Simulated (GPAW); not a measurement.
## Collinear magnetic orders of linear V chain, spacing 2.614 A with GPAW

Does linear V chain, spacing 2.614 A prefer parallel or opposed moments, or none?

Method: LDA; plane waves with GPAW's PAW setups, scalar-relativistic, in GPAW 26.7.0.

## Step 1: Starting point

The cell holds 1 atom: 1 V. Its edges and angles: a = 12.000 Å, b = 12.000 Å, c = 2.614 Å, α = 90.0°, β = 90.0°, γ = 90.0°. model lattice. Vacuum lies along a and b. The structure's axis is c.

## Step 2: Order 1, typed as ferro +

The parallel start comes first: it fits the smallest cell, keeps the most symmetry and shows whether parallel moments form.

The input, order1.py:

```python
import json
import numpy as np
from ase import Atoms
from ase.parallel import paropen, parprint
from gpaw import GPAW

atoms = Atoms(['V'],
    cell=[[12.0, 0.0, 0.0],
         [0.0, 12.0, 0.0],
         [0.0, 0.0, 2.614]],
    scaled_positions=[[0.5, 0.5, 0.0]],
    pbc=True,
    magmoms=[1.5])
atoms.calc = GPAW(mode={'name': 'pw', 'ecut': 550},
    xc='LDA',
    kpts={'size': (1, 1, 10), 'gamma': True},
    occupations={'name': 'fermi-dirac', 'width': 0.1},
    convergence={'density': 1e-05, 'energy': 1e-05},
    maxiter=200,
    txt='order1.txt')
e = atoms.get_potential_energy(force_consistent=True)
res = {'free_energy': e, 'energy_sigma0': atoms.get_potential_energy(), 'fermi_energy': atoms.calc.get_fermi_level()}
res['moments'] = atoms.get_magnetic_moments().tolist()
res['total'] = atoms.get_magnetic_moment()
parprint('site moments (muB):', np.round(res['moments'], 3))
parprint(f"total moment: {res['total']:.3f} muB")
parprint(f'free energy: {e:.6f} eV')
atoms.calc.write('order1.gpw')
with paropen('results.json', 'w') as f:
    json.dump(res, f)
```

On the command line:

```
> OMP_NUM_THREADS=1 python3 order1.py > order1.log
```

Log:

```text
site moments (muB): [2.946]
total moment: 4.000 muB
free energy: -4.759572 eV

--- order1.txt ---
Input parameters:
  mode=PW(ecut=550),
  convergence={'density': 1e-05, 'energy': 1e-05},
  kpts=MonkhorstPack(size=(1, 1, 10), gamma=True),
  maxiter=200,
  occupations=Occupations(name='fermi-dirac', width=0.1),
  xc=XC(name='LDA')

Diagonalizing LCAO Hamiltonian
Converting LCAO to pw mode
        .----------------------------.
       /|                            |
      / |                            |
     /  .----------------------------.
    /  /                            /
   /  /                            /
  /  /                            /
 *  /              V             /
 | /                            /
 |/                            /
 *----------------------------*

Atoms  # Å, Bohr magnetons
|   | symbol |        x |        y |        z |    initial magnetic moments |
|---|--------|----------|----------|----------|-----------------------------|
| 0 |      V | 6.000000 | 6.000000 | 0.000000 | ( 0.0000,  0.0000,  1.5000) |

Unit cell  # Å
| periodic |         x |         y |        z |   lengths |    angles |
|----------|-----------|-----------|----------|-----------|-----------|
|      yes | 12.000000 |  0.000000 | 0.000000 | 12.000000 | 90.000000 |
|      yes |  0.000000 | 12.000000 | 0.000000 | 12.000000 | 90.000000 |
|      yes |  0.000000 |  0.000000 | 2.614000 |  2.614000 | 90.000000 |

Number of symmetries: 16

BZ-sampling:
  Number of BZ points: 10
  Number of IBZ points: 6

  Monkhorst-Pack size: [1, 1, 10]
  Monkhorst-Pack shift: [0.0, 0.0, 0.05]

K-points  # in reciprocal-cell coordinates
|   |                                coordinates |     weight |
|---|--------------------------------------------|------------|
| 0 | (  0.00000000,   0.00000000,   0.00000000) | 0.10000000 |
| 1 | (  0.00000000,   0.00000000,   0.10000000) | 0.20000000 |
| 2 | (  0.00000000,   0.00000000,   0.20000000) | 0.20000000 |
| 3 | (  0.00000000,   0.00000000,   0.30000000) | 0.20000000 |
| 4 | (  0.00000000,   0.00000000,   0.40000000) | 0.20000000 |
| 5 | (  0.00000000,   0.00000000,   0.50000000) | 0.10000000 |

Plane wave coefficients: 11074
Cutoff: 550.0 eV

Spin-components: 2 (collinear spins)
Bands:           13
Projectors:      6
Spin-degeneracy: 1
Datatype:        complex128

Parallelization:
  kpt:    1
  domain: 1
  band:   1

Density:
  Valence electrons: 13.0
  Components: 2
  Grid points: [70 70 15]
  Charge: 0.0  # |e|

Potential:
  Grid points: [70 70 15]

species:
  V:
    name:    Vanadium
    Z:       23.0
    valence: 13
    core:    10
    charge:  0.0  # [|e|]
    compensation charges:
      type: gauss
      rc: 0.37  # [Å]
      lmax: 2
    cutoffs:
      filter: 2.14  # [Å]
      core: 0.96  # [Å]
    projectors
    | kind |    occ | energy [eV] | rcut [Å] |
    |------|--------|-------------|----------|
    |   3s |  2.000 |     -69.819 |    1.254 |
    |   4s |  2.000 |      -4.846 |    1.254 |
    |   3p |  6.000 |     -43.961 |    1.281 |
    |   4p |  0.000 |      -1.526 |    1.281 |
    |   3d |  3.000 |      -5.381 |    1.169 |
    |    d |        |      21.830 |    1.169 |

    Using partial waves for V as LCAO basis

Reference energy: -25767.601835  # eV

eigensolver:
  PPCG
  Converge bands: occupied
  niter=2

density mixing:
  MSR1-Mixer
  Pratt-step length: 0.05
  Maximum mixing coefficient: 0.75
  Old densities: 10
  SVD Regularization: 0.005
  Good broyden scale: 1.0
  Trust region scale: 1.0
  Backstep threshold: 4.0
  History deletion threshold: 6.0
  Fourier metric: weight=20.0, sigma=0.015

occupation numbers:
  Fermi-Dirac:
    width: 0.1000  # eV

poisson solver:
  ecut: 4400.0  # eV

xc functional:
  name: None

convergence criteria:
- Maximum integral of absolute [dens]ity change: 1e-05 electrons / valence electron
- Maximum [total energy] change in last 3 cyles: 1e-05 eV / valence electron
- Maximum integral of absolute [eigenst]ate change: 4e-08 eV^2 / valence electron
maximum number of iterations: 200

SCF iterations
|iter     |      energy | eigst |  dens |  magmom |
|---------|-------------|-------|-------|---------|
|iter:   1|       0s |   -4.805828 | +0.32 |       |  +1.5048|
|iter:   2|       3s |   -4.618243 | -0.75 | -0.72 |  +1.5530|
|iter:   3|       6s |   -4.287132 | -0.88 | -0.78 |  +1.9313|
|iter:   4|       8s |   -4.434274 | -2.04 | -0.98 |  +2.4316|
|iter:   5|      10s |   -4.667402 | -1.20 | -0.98 |  +4.6947|
|iter:   6|      13s |   -4.686497 | -1.56 | -1.04 |  +3.5155|
|iter:   7|      16s |   -4.710874 | -2.50 | -1.31 |  +4.1412|
|iter:   8|      18s |   -4.714261 | -3.67 | -1.88 |  +3.9570|
|iter:   9|      20s |   -4.713881 | -3.93 | -2.28 |  +4.0261|
|iter:  10|      21s |   -4.714055 | -4.92 | -2.57 |  +4.0135|
|iter:  11|      23s |   -4.714199 | -5.37 | -2.87 |  +4.0005|
|iter:  12|      25s |   -4.714204 | -6.20 | -4.21 |  +3.9996|
|iter:  13|      28s |   -4.714199c| -6.77 | -4.07 |  +4.0002|
|iter:  14|      31s |   -4.714197c| -7.28 | -4.61 |  +4.0004|
|iter:  15|      33s |   -4.714196c| -7.67c| -5.77c|  +4.0004|

Converged in 15 steps
Energy contributions relative to reference atoms: (reference = -25767.601835)

Energy contributions:
  Kinetic:          -1.016137
  Coulomb:           3.861631
  Zero:              0.051538
  External:          0.000000
  Xc:               -7.565853
  Entropy:          -0.090751
  Spinorbit:         0.000000
  ----------------------------
  Free energy:      -4.759572
  Extrapolated:     -4.714196

dipole moment: (0.000000, 0.000000, -6.165831)  # |e|*Ang

Total magnetic moment: (0.000000, 0.000000, 4.000374)

Local magnetic moments
|        x |        y |        z |
|----------|----------|----------|
| 0.000000 | 0.000000 | 2.945773 |  # V    0

Fermi level: -3.331
Eigenvalues  # (at kpt = [0.000, 0.000, 0.000])
| band index |      eig [eV] | occ [0-1] |      eig [eV] | occ [0-1] |
|------------|---------------|-----------|---------------|-----------|
|          0 |       -67.635 |     1.000 |       -64.801 |     1.000 |
|          1 |       -41.807 |     1.000 |       -39.014 |     1.000 |
|          2 |       -41.807 |     1.000 |       -38.938 |     1.000 |
|          3 |       -41.685 |     1.000 |       -38.938 |     1.000 |
|          4 |        -6.876 |     1.000 |        -5.059 |     1.000 |
|          5 |        -4.743 |     1.000 |        -2.682 |     0.002 |
|          6 |        -3.976 |     0.998 |        -1.526 |     0.000 |
|          7 |        -3.976 |     0.998 |        -1.523 |     0.000 |
|          8 |        -2.419 |     0.000 |        -1.388 |     0.000 |
|          9 |        -2.419 |     0.000 |        -1.388 |     0.000 |
|         10 |        -2.368 |     0.000 |         0.251 |     0.000 |
|         11 |        -2.368 |     0.000 |         0.251 |     0.000 |
|         12 |         0.151 |     0.000 |         0.316 |     0.000 |

No gap
No difference between direct/indirect transitions
```

The job ended after 41 s (1 MPI rank of Intel Xeon Platinum 8488C (Sapphire Rapids), shared host; peak memory 0.32 GiB).

Numbers from this step:

```yaml
magnetization: 4.000 μB
final_state: ferromagnetic
largest_moment: 2.946 μB
```

After 15 cycles the largest moment stands at 2.95 μB.

## Step 3: Order 2, typed as antiferro q=(0,0,1/2) +-

An opposed order shows whether the pairs that it reverses prefer unlike signs.

The cell is doubled to 2 atoms to hold this order. Its mesh is chosen so that both cells sample the same points.

order2.py is the script of step 2 with these lines changed:

```diff
@@ -6,12 +6,13 @@
 
-atoms = Atoms(['V'],
+atoms = Atoms(['V', 'V'],
     cell=[[12.0, 0.0, 0.0],
          [0.0, 12.0, 0.0],
-         [0.0, 0.0, 2.614]],
-    scaled_positions=[[0.5, 0.5, 0.0]],
+         [0.0, 0.0, 5.228]],
+    scaled_positions=[[0.5, 0.5, 0.0],
+         [0.5, 0.5, 0.5]],
     pbc=True,
-    magmoms=[1.5])
+    magmoms=[1.5, -1.5])
 atoms.calc = GPAW(mode={'name': 'pw', 'ecut': 550},
     xc='LDA',
-    kpts={'size': (1, 1, 10), 'gamma': True},
+    kpts={'size': (1, 1, 5), 'gamma': True},
     occupations={'name': 'fermi-dirac', 'width': 0.1},
@@ -19,3 +20,3 @@
     maxiter=200,
-    txt='order1.txt')
+    txt='order2.txt')
 e = atoms.get_potential_energy(force_consistent=True)
@@ -27,3 +28,3 @@
 parprint(f'free energy: {e:.6f} eV')
-atoms.calc.write('order1.gpw')
+atoms.calc.write('order2.gpw')
 with paropen('results.json', 'w') as f:
```

On the command line:

```
> OMP_NUM_THREADS=1 python3 order2.py > order2.log
```

Log:

```text
site moments (muB): [ 2.575 -2.575]
total moment: 0.000 muB
free energy: -9.252699 eV

--- order2.txt ---
Input parameters:
  mode=PW(ecut=550),
  convergence={'density': 1e-05, 'energy': 1e-05},
  kpts=MonkhorstPack(size=(1, 1, 5), gamma=True),
  maxiter=200,
  occupations=Occupations(name='fermi-dirac', width=0.1),
  xc=XC(name='LDA')

Diagonalizing LCAO Hamiltonian
Converting LCAO to pw mode
        .----------------------------.
       /|                            |
      / |                            |
     /  |                            |
    /   |                            |
   /    |                            |
  /     .----------------------------.
 *     /           V                /
 |    /                            /
 |   /                            /
 |  /              V             /
 | /                            /
 |/                            /
 *----------------------------*

Atoms  # Å, Bohr magnetons
|   | symbol |        x |        y |        z |    initial magnetic moments |
|---|--------|----------|----------|----------|-----------------------------|
| 0 |      V | 6.000000 | 6.000000 | 0.000000 | ( 0.0000,  0.0000,  1.5000) |
| 1 |      V | 6.000000 | 6.000000 | 2.614000 | ( 0.0000,  0.0000, -1.5000) |

Unit cell  # Å
| periodic |         x |         y |        z |   lengths |    angles |
|----------|-----------|-----------|----------|-----------|-----------|
|      yes | 12.000000 |  0.000000 | 0.000000 | 12.000000 | 90.000000 |
|      yes |  0.000000 | 12.000000 | 0.000000 | 12.000000 | 90.000000 |
|      yes |  0.000000 |  0.000000 | 5.228000 |  5.228000 | 90.000000 |

Number of symmetries: 16

BZ-sampling:
  Number of BZ points: 5
  Number of IBZ points: 3

  Monkhorst-Pack size: [1, 1, 5]
  Monkhorst-Pack shift: [0, 0, 0]

Plane wave coefficients: 22100
Cutoff: 550.0 eV

Spin-components: 2 (collinear spins)
Bands:           20
Projectors:      12
Spin-degeneracy: 1
Datatype:        complex128

Parallelization:
  kpt:    1
  domain: 1
  band:   1

Density:
  Valence electrons: 26.0
  Components: 2
  Grid points: [70 70 30]
  Charge: 0.0  # |e|

Potential:
  Grid points: [70 70 30]

[... setups left out ...]
Reference energy: -51535.203669  # eV

eigensolver:
  PPCG
  Converge bands: occupied
  niter=2

density mixing:
  MSR1-Mixer
  Pratt-step length: 0.05
  Maximum mixing coefficient: 0.75
  Old densities: 10
  SVD Regularization: 0.005
  Good broyden scale: 1.0
  Trust region scale: 1.0
  Backstep threshold: 4.0
  History deletion threshold: 6.0
  Fourier metric: weight=20.0, sigma=0.015

occupation numbers:
  Fermi-Dirac:
    width: 0.1000  # eV

poisson solver:
  ecut: 4400.0  # eV

xc functional:
  name: None

convergence criteria:
- Maximum integral of absolute [dens]ity change: 1e-05 electrons / valence electron
- Maximum [total energy] change in last 3 cyles: 1e-05 eV / valence electron
- Maximum integral of absolute [eigenst]ate change: 4e-08 eV^2 / valence electron
maximum number of iterations: 200

SCF iterations
|iter     |      energy | eigst |  dens |  magmom |
|---------|-------------|-------|-------|---------|
|iter:   1|       0s |   -9.906927 | +0.32 |       |  +0.0000|
|iter:   2|       5s |   -9.555421 | -0.95 | -0.69 |  -0.0000|
|iter:   3|      10s |   -8.815647 | -0.59 | -0.74 |  +0.0000|
|iter:   4|      14s |   -8.942179 | -1.18 | -1.02 |  -0.0000|
|iter:   5|      19s |   -9.058009 | -1.69 | -1.31 |  +0.0000|
|iter:   6|      24s |   -9.041233 | -2.47 | -1.76 |  -0.0000|
|iter:   7|      30s |   -9.043325 | -2.86 | -2.13 |  +0.0000|
|iter:   8|      35s |   -9.043859 | -3.66 | -2.43 |  -0.0002|
|iter:   9|      40s |   -9.044431 | -4.12 | -2.79 |  +0.0017|
|iter:  10|      45s |   -9.043832 | -4.34 | -2.11 |  +0.0001|
|iter:  11|      49s |   -9.043788 | -4.98 | -3.42 |  +0.0002|
|iter:  12|      55s |   -9.043825c| -5.97 | -3.69 |  +0.0002|
|iter:  13|      60s |   -9.043830c| -6.45 | -4.17 |  +0.0002|
|iter:  14|      64s |   -9.043831c| -7.00 | -4.38 |  +0.0001|
|iter:  15|      70s |   -9.043830c| -7.39 | -4.99 |  +0.0001|
|iter:  16|      72s |   -9.043831c| -7.72c| -5.34c|  +0.0000|

Converged in 16 steps
Energy contributions relative to reference atoms: (reference = -51535.203669)

Energy contributions:
  Kinetic:          -8.892953
  Coulomb:          14.053264
  Zero:              0.124244
  External:          0.000000
  Xc:              -14.119516
  Entropy:          -0.417737
  Spinorbit:         0.000000
  ----------------------------
  Free energy:      -9.252699
  Extrapolated:     -9.043831

dipole moment: (0.000000, 0.000000, -12.296804)  # |e|*Ang

Total magnetic moment: (0.000000, 0.000000, 0.000022)

Local magnetic moments
|        x |        y |         z |
|----------|----------|-----------|
| 0.000000 | 0.000000 |  2.574767 |  # V    0
| 0.000000 | 0.000000 | -2.574756 |  # V    1

Fermi level: -3.389
Eigenvalues  # (at kpt = [0.000, 0.000, 0.000])
| band index |      eig [eV] | occ [0-1] |      eig [eV] | occ [0-1] |
|------------|---------------|-----------|---------------|-----------|
|          0 |       -67.129 |     1.000 |       -67.129 |     1.000 |
|        ... |               |           |               |           |
|          6 |       -39.009 |     1.000 |       -39.008 |     1.000 |
|          7 |       -38.695 |     1.000 |       -38.695 |     1.000 |
|          8 |        -5.779 |     1.000 |        -5.779 |     1.000 |
|          9 |        -3.898 |     0.994 |        -3.898 |     0.994 |
|         10 |        -3.898 |     0.994 |        -3.898 |     0.994 |
|         11 |        -3.763 |     0.977 |        -3.763 |     0.977 |
|         12 |        -3.472 |     0.696 |        -3.472 |     0.696 |
|         13 |        -3.471 |     0.695 |        -3.471 |     0.695 |
|         14 |        -1.887 |     0.000 |        -1.887 |     0.000 |
|         15 |        -1.203 |     0.000 |        -1.203 |     0.000 |
|         16 |        -1.202 |     0.000 |        -1.202 |     0.000 |
|         17 |        -1.179 |     0.000 |        -1.179 |     0.000 |
|         18 |        -0.364 |     0.000 |        -0.364 |     0.000 |
|         19 |        -0.364 |     0.000 |        -0.364 |     0.000 |

Gap: 0.331 eV
Transition (v -> c):
  (s=0, k=2, n=13, [0.00, 0.00, 0.40]) -> (s=0, k=2, n=14, [0.00, 0.00, 0.40])
No difference between direct/indirect transitions
```

Run time: 81 s. Hardware: 1 MPI rank; peak memory 0.52 GiB.

Numbers from this step:

| Item | Value |
| --- | --- |
| magnetization | 0 μB |
| final state | antiferromagnetic |
| largest moment | 2.575 μB |

It lies 133 meV a seeded atom over the first start, and its largest moment is 2.57 μB against 2.95 μB.

## Step 4: Start 3: no spin polarisation

This run holds no moments, which gives a state to set the others against.

The input, nospin.py:

```python
import json
import numpy as np
from ase import Atoms
from ase.parallel import paropen, parprint
from gpaw import GPAW

atoms = Atoms(['V'],
    cell=[[12.0, 0.0, 0.0],
         [0.0, 12.0, 0.0],
         [0.0, 0.0, 2.614]],
    scaled_positions=[[0.5, 0.5, 0.0]],
    pbc=True)
atoms.calc = GPAW(mode={'name': 'pw', 'ecut': 550},
    xc='LDA',
    kpts={'size': (1, 1, 10), 'gamma': True},
    occupations={'name': 'fermi-dirac', 'width': 0.1},
    convergence={'density': 1e-05, 'energy': 1e-05},
    maxiter=200,
    txt='nospin.txt')
e = atoms.get_potential_energy(force_consistent=True)
res = {'free_energy': e, 'energy_sigma0': atoms.get_potential_energy(), 'fermi_energy': atoms.calc.get_fermi_level()}
parprint(f'free energy: {e:.6f} eV')
atoms.calc.write('nospin.gpw')
with paropen('results.json', 'w') as f:
    json.dump(res, f)
```

On the command line:

```
> OMP_NUM_THREADS=1 python3 nospin.py > nospin.log
```

Log:

```text
free energy: -3.937410 eV

--- nospin.txt ---
Input parameters:
  mode=PW(ecut=550),
  convergence={'density': 1e-05, 'energy': 1e-05},
  kpts=MonkhorstPack(size=(1, 1, 10), gamma=True),
  maxiter=200,
  occupations=Occupations(name='fermi-dirac', width=0.1),
  xc=XC(name='LDA')

Diagonalizing LCAO Hamiltonian
Converting LCAO to pw mode
        .----------------------------.
       /|                            |
[...]
|------------|---------------|-----------|
|          0 |       -67.173 |     2.000 |
|          1 |       -41.546 |     2.000 |
|          2 |       -41.546 |     2.000 |
|          3 |       -40.742 |     2.000 |
|          4 |        -6.116 |     2.000 |
[...]
|          8 |        -2.046 |     0.000 |
|          9 |        -2.046 |     0.000 |
|         10 |        -1.707 |     0.000 |
|         11 |        -1.707 |     0.000 |

No gap
No difference between direct/indirect transitions


[key lines of the parts left out:]
Free energy:      -3.937410
Converged in 16 steps
dipole moment: (0.000000, 0.000000, -6.226545)  # |e|*Ang
Fermi level: -3.526
```

The job ended after 21 s (1 MPI rank; peak memory 0.25 GiB).

Read from the output:

```yaml
final_state: non-magnetic (no spin polarisation)
```

It lies 822 meV a seeded atom over the first start.

## Step 5: The states side by side

These are free energies at a smearing of 0.1 eV, so its entropy term is in the differences. They are divided by the number of seeded atoms, so that cells of unlike size compare. Wavevectors q in the names are fractions of the reciprocal vectors of the first run's cell.

Orders:

```
                   start        final state  typed order kept  energy over the lowest (meV a seeded atom)  largest site moment (μB)  net moment (μB a primitive cell)  mesh matched  CPU time (s)
                 ferro +      ferromagnetic               yes                                           0                     2.946                                 4           yes         40.37
antiferro q=(0,0,1/2) +-  antiferromagnetic               yes                                       133.2                     2.575                                 0           yes         80.86
    no spin polarisation       non-magnetic                 -                                       822.2                         0                                 0           yes         21.13
```

## Step 6: What came out

```json
{
 "lowest state found": "ferromagnetic (typed ferro +)",
 "largest site moment": "2.95 μB",
 "next state": "antiferromagnetic, 133 meV a seeded atom higher",
 "energy gained by spin polarisation": "822 meV a seeded atom"
}
```

The lowest state found is ferromagnetic, reached from the start ferro +, with moments up to 2.95 μB. The next state costs 133 meV a seeded atom. Only 3 starts are shown; other collinear patterns, canted and longer-period orders are not.

[Logs and program files are shortened in this print: banners, set-up blocks, solver, clock and traceback lines can be left out without a mark of their own.]

[Logs are printed without paths, hosts, clocks, repeated set-up lines and the standing remarks that a program may print on its own settings, such as how far it seeks lower states.]

[Hosts, paths, dates, database ids (printed as entryN), source tags and the programs' standing remarks are cut or masked in the printed files.]

[Where a cell is said to come from a database of computed structures, the database is the Materials Project.]
